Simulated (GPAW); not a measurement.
# linear Cr chain, spacing 2.355 A: which magnetic order is lowest

Does linear Cr chain, spacing 2.355 A prefer parallel or opposed moments, or none?

Calculated with GPAW 26.7.0; PBE; plane waves with GPAW's PAW setups, scalar-relativistic.

### 1. The starting structure

The cell holds 1 atom: 1 Cr. Cell: a = 12.000 Å, b = 12.000 Å, c = 2.355 Å, α = 90.0°, β = 90.0°, γ = 90.0°. model lattice. Vacuum lies along a and b. The structure's axis is c.

The settings of this session are not all sound (see the inputs), so it shows what such settings give, not the properties of the crystal.

### 2. Run 1 (ferro +)

Parallel moments need no larger cell; this start tests for a ferromagnetic state only.

order1.py reads:

```python
import json
import numpy as np
from ase import Atoms
from ase.parallel import paropen, parprint
from gpaw import GPAW

atoms = Atoms(['Cr'],
    cell=[[12.0, 0.0, 0.0],
         [0.0, 12.0, 0.0],
         [0.0, 0.0, 2.355]],
    scaled_positions=[[0.5, 0.5, 0.0]],
    pbc=True,
    magmoms=[2.5])
atoms.calc = GPAW(mode={'name': 'pw', 'ecut': 360.0},
    xc='PBE',
    kpts={'size': (1, 1, 12), 'gamma': True},
    occupations={'name': 'fermi-dirac', 'width': 0.15},
    convergence={'density': 1e-05, 'energy': 1e-05},
    maxiter=200,
    symmetry={'tolerance': 1e-4},
    txt='order1.txt')
e = atoms.get_potential_energy(force_consistent=True)
res = {'free_energy': e, 'energy_sigma0': atoms.get_potential_energy(), 'fermi_energy': atoms.calc.get_fermi_level()}
res['moments'] = atoms.get_magnetic_moments().tolist()
res['total'] = atoms.get_magnetic_moment()
parprint('site moments (muB):', np.round(res['moments'], 3))
parprint(f"total moment: {res['total']:.3f} muB")
parprint(f'free energy: {e:.6f} eV')
atoms.calc.write('order1.gpw')
with paropen('results.json', 'w') as f:
    json.dump(res, f)
```

Launch:

```sh
$ OMP_NUM_THREADS=1 python3 order1.py > order1.log
```

Numbers of over 12 decimals in the logs are rounded to 6 here.

The program printed:

```text
site moments (muB): [3.78]
total moment: 4.999 muB
free energy: -5.599022 eV

--- order1.txt ---
Input parameters:
  mode=PW(ecut=360.0),
  convergence={'density': 1e-05, 'energy': 1e-05},
  kpts=MonkhorstPack(size=(1, 1, 12), gamma=True),
  maxiter=200,
  occupations=Occupations(name='fermi-dirac', width=0.15),
  symmetry=Symmetry(tolerance=0.0001),
  xc=XC(name='PBE')

Diagonalizing LCAO Hamiltonian
Converting LCAO to pw mode
        .----------------------------.
       /|                            |
      / |                            |
     /  .----------------------------.
    /  /                            /
   /  /                            /
  /  /                            /
 *  /              Cr            /
 | /                            /
 |/                            /
 *----------------------------*

Atoms  # Å, Bohr magnetons
|   | symbol |        x |        y |        z |    initial magnetic moments |
|---|--------|----------|----------|----------|-----------------------------|
| 0 |     Cr | 6.000000 | 6.000000 | 0.000000 | ( 0.0000,  0.0000,  2.5000) |

Unit cell  # Å
| periodic |         x |         y |        z |   lengths |    angles |
|----------|-----------|-----------|----------|-----------|-----------|
|      yes | 12.000000 |  0.000000 | 0.000000 | 12.000000 | 90.000000 |
|      yes |  0.000000 | 12.000000 | 0.000000 | 12.000000 | 90.000000 |
|      yes |  0.000000 |  0.000000 | 2.355000 |  2.355000 | 90.000000 |

Number of symmetries: 16

BZ-sampling:
  Number of BZ points: 12
  Number of IBZ points: 7

  Monkhorst-Pack size: [1, 1, 12]
  Monkhorst-Pack shift: [0.0, 0.0, 0.041667]

K-points  # in reciprocal-cell coordinates
|   |                                coordinates |     weight |
|---|--------------------------------------------|------------|
| 0 | (  0.00000000,   0.00000000,  -0.00000000) | 0.08333333 |
| 1 | (  0.00000000,   0.00000000,   0.08333333) | 0.16666667 |
| 2 | (  0.00000000,   0.00000000,   0.16666667) | 0.16666667 |
| 3 | (  0.00000000,   0.00000000,   0.25000000) | 0.16666667 |
| 4 | (  0.00000000,   0.00000000,   0.33333333) | 0.16666667 |
| 5 | (  0.00000000,   0.00000000,   0.41666667) | 0.16666667 |
| 6 | (  0.00000000,   0.00000000,   0.50000000) | 0.08333333 |

Plane wave coefficients: 5287
Cutoff: 360.0 eV

Spin-components: 2 (collinear spins)
Bands:           9
Projectors:      6
Spin-degeneracy: 1
Datatype:        complex128

Parallelization:
  kpt:    1
  domain: 1
  band:   1

Density:
  Valence electrons: 6.0
  Components: 2
  Grid points: [54 54 12]
  Charge: 0.0  # |e|

Potential:
  Grid points: [54 54 12]

species:
  Cr:
    name:    Chromium
    Z:       24.0
    valence: 6
    core:    18
    charge:  0.0  # [|e|]
    compensation charges:
      type: gauss
      rc: 0.35  # [Å]
      lmax: 2
    cutoffs:
      filter: 2.14  # [Å]
      core: 3.04  # [Å]
    projectors
    | kind |    occ | energy [eV] | rcut [Å] |
    |------|--------|-------------|----------|
    |   4s |  1.000 |      -4.007 |    1.164 |
    |   4p |  0.000 |      -0.989 |    1.217 |
    |   3d |  5.000 |      -2.913 |    1.111 |
    |    s |        |      23.205 |    1.164 |
    |    p |        |      26.223 |    1.217 |
    |    d |        |      24.299 |    1.111 |

    Using partial waves for Cr as LCAO basis

Reference energy: -28582.377450  # eV

eigensolver:
  PPCG
  Converge bands: occupied
  niter=2

density mixing:
  MSR1-Mixer
  Pratt-step length: 0.05
  Maximum mixing coefficient: 0.75
  Old densities: 10
  SVD Regularization: 0.005
  Good broyden scale: 1.0
  Trust region scale: 1.0
  Backstep threshold: 4.0
  History deletion threshold: 6.0
  Fourier metric: weight=20.0, sigma=0.015

occupation numbers:
  Fermi-Dirac:
    width: 0.1500  # eV

poisson solver:
  ecut: 2880.0  # eV

xc functional:
  name: PBE with 2 nearest neighbor stencil

convergence criteria:
- Maximum integral of absolute [dens]ity change: 1e-05 electrons / valence electron
- Maximum [total energy] change in last 3 cyles: 1e-05 eV / valence electron
- Maximum integral of absolute [eigenst]ate change: 4e-08 eV^2 / valence electron
maximum number of iterations: 200

SCF iterations
|iter     |      energy | eigst |  dens |  magmom |
|---------|-------------|-------|-------|---------|
|iter:   1|       0s |   -6.721026 | +0.46 |       |  +2.4961|
|iter:   2|       2s |   -6.086144 | -1.28 | -0.23 |  +2.5410|
|iter:   3|       3s |   -5.243229 | -0.16 | -0.30 |  +3.0010|
|iter:   4|       4s |   -5.328801 | -1.23 | -0.85 |  +3.1640|
|iter:   5|       4s |   -5.419580 | -1.61 | -0.91 |  +3.6702|
|iter:   6|       5s |   -5.448085 | -2.13 | -1.20 |  +3.9760|
|iter:   7|       6s |   -5.484320 | -2.19 | -1.28 |  +4.4319|
|iter:   8|       7s |   -5.539625 | -2.53 | -1.39 |  +4.9451|
|iter:   9|       8s |   -5.534929 | -2.91 | -1.74 |  +4.8268|
|iter:  10|       9s |   -5.553103 | -2.94 | -1.78 |  +5.1250|
|iter:  11|      10s |   -5.543237 | -3.44 | -1.79 |  +4.9160|
|iter:  12|      10s |   -5.550889 | -3.78 | -2.08 |  +5.0444|
|iter:  13|      11s |   -5.547321 | -4.29 | -2.28 |  +4.9747|
|iter:  14|      12s |   -5.549047 | -4.93 | -2.58 |  +5.0049|
|iter:  15|      13s |   -5.548743 | -5.64 | -3.15 |  +4.9992|
|iter:  16|      13s |   -5.548814 | -6.19 | -4.21 |  +5.0005|
|iter:  17|      14s |   -5.548733 | -6.62 | -3.74 |  +4.9989|
|iter:  18|      15s |   -5.548732 | -7.03 | -4.82 |  +4.9989|
|iter:  19|      15s |   -5.548733c| -7.42c| -5.15c|  +4.9990|

Converged in 19 steps
Energy contributions relative to reference atoms: (reference = -28582.377450)

Energy contributions:
  Kinetic:           9.711737
  Coulomb:          -9.261273
  Zero:              0.144083
  External:          0.000000
  Xc:               -6.092992
  Entropy:          -0.100577
  Spinorbit:         0.000000
  ----------------------------
  Free energy:      -5.599022
  Extrapolated:     -5.548733

dipole moment: (0.000065, 0.000065, -5.587055)  # |e|*Ang

Total magnetic moment: (0.000000, 0.000000, 4.998951)

Local magnetic moments
|        x |        y |        z |
|----------|----------|----------|
| 0.000000 | 0.000000 | 3.780243 |  # Cr   0

Fermi level: -3.049
Eigenvalues  # (at kpt = [0.000, 0.000, -0.000])
| band index |      eig [eV] | occ [0-1] |      eig [eV] | occ [0-1] |
|------------|---------------|-----------|---------------|-----------|
|          0 |        -7.596 |     1.000 |        -5.125 |     1.000 |
|          1 |        -5.458 |     1.000 |        -2.691 |     0.084 |
|          2 |        -4.692 |     1.000 |        -1.223 |     0.000 |
|          3 |        -4.692 |     1.000 |        -1.220 |     0.000 |
|          4 |        -2.745 |     0.116 |        -0.953 |     0.000 |
|          5 |        -2.745 |     0.116 |        -0.953 |     0.000 |
|          6 |        -2.426 |     0.015 |         0.431 |     0.000 |
|          7 |        -2.426 |     0.015 |         0.984 |     0.000 |
|          8 |         0.095 |     0.000 |         0.984 |     0.000 |

No gap
No difference between direct/indirect transitions
```

It took 18 s on 1 MPI rank of Intel Xeon Platinum 8488C (Sapphire Rapids), shared host; peak memory 0.22 GiB.

This step gave:

```
magnetization  : 4.999 μB
final state    : ferromagnetic
largest moment : 3.780 μB
```

After 19 cycles the largest moment stands at 3.78 μB.

### 3. Order 2, typed as antiferro q=(0,0,1/2) +-

An opposed order shows whether the pairs that it reverses prefer unlike signs.

The cell is doubled to 2 atoms to hold this order. Its mesh is chosen so that both cells sample the same points.

order2.py is the script of step 2 with these lines changed:

```diff
@@ -6,12 +6,13 @@
 
-atoms = Atoms(['Cr'],
+atoms = Atoms(['Cr', 'Cr'],
     cell=[[12.0, 0.0, 0.0],
          [0.0, 12.0, 0.0],
-         [0.0, 0.0, 2.355]],
-    scaled_positions=[[0.5, 0.5, 0.0]],
+         [0.0, 0.0, 4.71]],
+    scaled_positions=[[0.5, 0.5, 0.0],
+         [0.5, 0.5, 0.5]],
     pbc=True,
-    magmoms=[2.5])
+    magmoms=[2.5, -2.5])
 atoms.calc = GPAW(mode={'name': 'pw', 'ecut': 360.0},
     xc='PBE',
-    kpts={'size': (1, 1, 12), 'gamma': True},
+    kpts={'size': (1, 1, 6), 'gamma': True},
     occupations={'name': 'fermi-dirac', 'width': 0.15},
@@ -20,3 +21,3 @@
     symmetry={'tolerance': 1e-4},
-    txt='order1.txt')
+    txt='order2.txt')
 e = atoms.get_potential_energy(force_consistent=True)
@@ -28,3 +29,3 @@
 parprint(f'free energy: {e:.6f} eV')
-atoms.calc.write('order1.gpw')
+atoms.calc.write('order2.gpw')
 with paropen('results.json', 'w') as f:
```

Launch:

```sh
$ OMP_NUM_THREADS=1 python3 order2.py > order2.log
```

The program printed:

```text
site moments (muB): [ 3.578 -3.578]
total moment: 0.000 muB
free energy: -12.681257 eV

--- order2.txt ---
Input parameters:
  mode=PW(ecut=360.0),
  convergence={'density': 1e-05, 'energy': 1e-05},
  kpts=MonkhorstPack(size=(1, 1, 6), gamma=True),
  maxiter=200,
  occupations=Occupations(name='fermi-dirac', width=0.15),
  symmetry=Symmetry(tolerance=0.0001),
  xc=XC(name='PBE')

Diagonalizing LCAO Hamiltonian
Converting LCAO to pw mode
        .----------------------------.
       /|                            |
      / |                            |
     /  |                            |
    /   |                            |
   /    |                            |
  /     .----------------------------.
 *     /           Cr               /
 |    /                            /
 |   /                            /
 |  /              Cr            /
 | /                            /
 |/                            /
 *----------------------------*

Atoms  # Å, Bohr magnetons
|   | symbol |        x |        y |        z |    initial magnetic moments |
|---|--------|----------|----------|----------|-----------------------------|
| 0 |     Cr | 6.000000 | 6.000000 | 0.000000 | ( 0.0000,  0.0000,  2.5000) |
| 1 |     Cr | 6.000000 | 6.000000 | 2.355000 | ( 0.0000,  0.0000, -2.5000) |

Unit cell  # Å
| periodic |         x |         y |        z |   lengths |    angles |
|----------|-----------|-----------|----------|-----------|-----------|
|      yes | 12.000000 |  0.000000 | 0.000000 | 12.000000 | 90.000000 |
|      yes |  0.000000 | 12.000000 | 0.000000 | 12.000000 | 90.000000 |
|      yes |  0.000000 |  0.000000 | 4.710000 |  4.710000 | 90.000000 |

Number of symmetries: 16

BZ-sampling:
  Number of BZ points: 6
  Number of IBZ points: 4

  Monkhorst-Pack size: [1, 1, 6]
  Monkhorst-Pack shift: [0.0, 0.0, 0.083333]

Plane wave coefficients: 10574
Cutoff: 360.0 eV

Spin-components: 2 (collinear spins)
Bands:           12
Projectors:      12
Spin-degeneracy: 1
Datatype:        complex128

Parallelization:
  kpt:    1
  domain: 1
  band:   1

Density:
  Valence electrons: 12.0
  Components: 2
  Grid points: [54 54 21]
  Charge: 0.0  # |e|

Potential:
  Grid points: [54 54 21]

[... setups left out ...]
Reference energy: -57164.754899  # eV

eigensolver:
  PPCG
  Converge bands: occupied
  niter=2

density mixing:
  MSR1-Mixer
  Pratt-step length: 0.05
  Maximum mixing coefficient: 0.75
  Old densities: 10
  SVD Regularization: 0.005
  Good broyden scale: 1.0
  Trust region scale: 1.0
  Backstep threshold: 4.0
  History deletion threshold: 6.0
  Fourier metric: weight=20.0, sigma=0.015

occupation numbers:
  Fermi-Dirac:
    width: 0.1500  # eV

poisson solver:
  ecut: 2880.0  # eV

xc functional:
  name: PBE with 2 nearest neighbor stencil

convergence criteria:
- Maximum integral of absolute [dens]ity change: 1e-05 electrons / valence electron
- Maximum [total energy] change in last 3 cyles: 1e-05 eV / valence electron
- Maximum integral of absolute [eigenst]ate change: 4e-08 eV^2 / valence electron
maximum number of iterations: 200

SCF iterations
|iter     |      energy | eigst |  dens |  magmom |
|---------|-------------|-------|-------|---------|
|iter:   1|       0s |  -13.940802 | +0.49 |       |  +0.0000|
|iter:   2|       1s |  -12.973692 | -1.11 | -0.24 |  +0.0000|
|iter:   3|       2s |  -12.379902 | -0.29 | -0.29 |  +0.0001|
|iter:   4|       4s |  -12.640550 | -0.87 | -0.63 |  -0.0006|
|iter:   5|       5s |  -12.635364 | -1.91 | -1.33 |  +0.0034|
|iter:   6|       6s |  -12.632707 | -2.15 | -1.59 |  -0.0023|
|iter:   7|       7s |  -12.630712 | -2.90 | -1.68 |  +0.0005|
|iter:   8|       9s |  -12.632381 | -3.45 | -2.09 |  -0.0001|
|iter:   9|      11s |  -12.632792 | -4.07 | -2.60 |  -0.0002|
|iter:  10|      12s |  -12.632935 | -4.68 | -2.96 |  +0.0000|
|iter:  11|      14s |  -12.632967 | -5.18 | -3.43 |  +0.0000|
|iter:  12|      15s |  -12.632969c| -5.72 | -4.22 |  +0.0000|
|iter:  13|      16s |  -12.632972c| -6.17 | -4.32 |  +0.0000|
|iter:  14|      17s |  -12.632973c| -6.68 | -4.78 |  +0.0000|
|iter:  15|      19s |  -12.632973c| -7.08 | -4.99 |  +0.0000|
|iter:  16|      20s |  -12.632972c| -7.54c| -5.31c|  +0.0000|

Converged in 16 steps
Energy contributions relative to reference atoms: (reference = -57164.754899)

Energy contributions:
  Kinetic:           8.827631
  Coulomb:          -9.987556
  Zero:              0.321163
  External:          0.000000
  Xc:              -11.745926
  Entropy:          -0.096569
  Spinorbit:         0.000000
  ----------------------------
  Free energy:     -12.681257
  Extrapolated:    -12.632972

dipole moment: (0.000130, 0.000130, -11.136789)  # |e|*Ang

Total magnetic moment: (0.000000, 0.000000, 0.000001)

Local magnetic moments
|        x |        y |         z |
|----------|----------|-----------|
| 0.000000 | 0.000000 |  3.578283 |  # Cr   0
| 0.000000 | 0.000000 | -3.578279 |  # Cr   1

Fermi level: -3.333
Eigenvalues  # (at kpt = [0.000, 0.000, 0.000])
| band index |      eig [eV] | occ [0-1] |      eig [eV] | occ [0-1] |
|------------|---------------|-----------|---------------|-----------|
|          0 |        -6.170 |     1.000 |        -6.170 |     1.000 |
|          1 |        -4.637 |     1.000 |        -4.637 |     1.000 |
|          2 |        -4.637 |     1.000 |        -4.637 |     1.000 |
|          3 |        -4.430 |     0.999 |        -4.430 |     0.999 |
|          4 |        -3.956 |     0.985 |        -3.956 |     0.985 |
|          5 |        -3.956 |     0.984 |        -3.956 |     0.984 |
|          6 |        -1.749 |     0.000 |        -1.749 |     0.000 |
|          7 |        -0.598 |     0.000 |        -0.598 |     0.000 |
|          8 |        -0.397 |     0.000 |        -0.397 |     0.000 |
|          9 |        -0.389 |     0.000 |        -0.389 |     0.000 |
|         10 |         0.119 |     0.000 |         0.119 |     0.000 |
|         11 |         0.119 |     0.000 |         0.119 |     0.000 |

Gap: 0.721 eV
Transition (v -> c):
  (s=1, k=3, n=5, [0.00, 0.00, 0.50]) -> (s=1, k=3, n=6, [0.00, 0.00, 0.50])
No difference between direct/indirect transitions
```

It took 24 s on 1 MPI rank; peak memory 0.31 GiB.

Read from the output:

```yaml
magnetization: 0 μB
final_state: antiferromagnetic
largest_moment: 3.578 μB
```

It lies 742 meV a seeded atom under the first start, and its largest moment is 3.58 μB against 3.78 μB.

### 4. Run 3 (no spin polarisation)

This run holds no moments, which gives a state to set the others against.

nospin.py reads:

```python
import json
import numpy as np
from ase import Atoms
from ase.parallel import paropen, parprint
from gpaw import GPAW

atoms = Atoms(['Cr'],
    cell=[[12.0, 0.0, 0.0],
         [0.0, 12.0, 0.0],
         [0.0, 0.0, 2.355]],
    scaled_positions=[[0.5, 0.5, 0.0]],
    pbc=True)
atoms.calc = GPAW(mode={'name': 'pw', 'ecut': 360.0},
    xc='PBE',
    kpts={'size': (1, 1, 12), 'gamma': True},
    occupations={'name': 'fermi-dirac', 'width': 0.15},
    convergence={'density': 1e-05, 'energy': 1e-05},
    maxiter=200,
    symmetry={'tolerance': 1e-4},
    txt='nospin.txt')
e = atoms.get_potential_energy(force_consistent=True)
res = {'free_energy': e, 'energy_sigma0': atoms.get_potential_energy(), 'fermi_energy': atoms.calc.get_fermi_level()}
parprint(f'free energy: {e:.6f} eV')
atoms.calc.write('nospin.gpw')
with paropen('results.json', 'w') as f:
    json.dump(res, f)
```

Launch:

```sh
$ OMP_NUM_THREADS=1 python3 nospin.py > nospin.log
```

The program printed:

```text
free energy: -4.595320 eV

--- nospin.txt ---
Input parameters:
  mode=PW(ecut=360.0),
  convergence={'density': 1e-05, 'energy': 1e-05},
  kpts=MonkhorstPack(size=(1, 1, 12), gamma=True),
  maxiter=200,
  occupations=Occupations(name='fermi-dirac', width=0.15),
  symmetry=Symmetry(tolerance=0.0001),
  xc=XC(name='PBE')

Diagonalizing LCAO Hamiltonian
Converting LCAO to pw mode
        .----------------------------.
[...]
| band index |      eig [eV] | occ [0-2] |
|------------|---------------|-----------|
|          0 |        -6.617 |     2.000 |
|          1 |        -4.619 |     1.995 |
|          2 |        -4.038 |     1.793 |
|          3 |        -4.037 |     1.793 |
|          4 |        -1.969 |     0.000 |
|          5 |        -1.969 |     0.000 |
|          6 |        -1.870 |     0.000 |
|          7 |        -1.870 |     0.000 |

No gap
No difference between direct/indirect transitions


[key lines of the parts left out:]
Free energy:      -4.595320
Converged in 16 steps
dipole moment: (0.000065, 0.000065, -5.672167)  # |e|*Ang
Fermi level: -3.714
```

The job ended after 8 s (1 MPI rank; peak memory 0.18 GiB).

Numbers from this step:

| Item | Value |
| --- | --- |
| final state | non-magnetic (no spin polarisation) |

It lies 1004 meV a seeded atom over the first start.

### 5. Ranking

These are free energies at a smearing of 0.15 eV, so its entropy term is in the differences. They are divided by the number of seeded atoms, so that cells of unlike size compare. Wavevectors q in the names are fractions of the reciprocal vectors of the first run's cell.

Orders:

| start | final state | typed order kept | energy over the lowest (meV a seeded atom) | largest site moment (μB) | net moment (μB a primitive cell) | mesh matched | CPU time (s) |
| --- | --- | --- | --- | --- | --- | --- | --- |
| ferro + | ferromagnetic | yes | 741.6 | 3.78 | 4.999 | yes | 17.88 |
| antiferro q=(0,0,1/2) +- | antiferromagnetic | yes | 0 | 3.578 | 0 | yes | 23.48 |
| no spin polarisation | non-magnetic | - | 1745 | 0 | 0 | yes | 7.94 |

### 6. What came out

| Property | Result |
| --- | --- |
| lowest state found | antiferromagnetic (typed antiferro q=(0,0,1/2) +-) |
| largest site moment | 3.58 μB |
| next state | ferromagnetic, 742 meV a seeded atom higher |
| energy gained by spin polarisation | 1745 meV a seeded atom |

In words: The lowest state found is antiferromagnetic, reached from the start antiferro q=(0,0,1/2) +-, with moments up to 3.58 μB. The next state costs 742 meV a seeded atom. This is the lowest of 3 finished starts, no proof of the ground state.

[Logs and program files are shortened in this print: banners, set-up blocks, solver, clock and traceback lines can be left out without a mark of their own.]

[Logs are printed without paths, hosts, clocks, repeated set-up lines and the standing remarks that a program may print on its own settings, such as how far it seeks lower states.]

[Hosts, paths, dates, database ids (printed as entryN), source tags and the programs' standing remarks are cut or masked in the printed files.]

[Where a cell is said to come from a database of computed structures, the database is the Materials Project.]
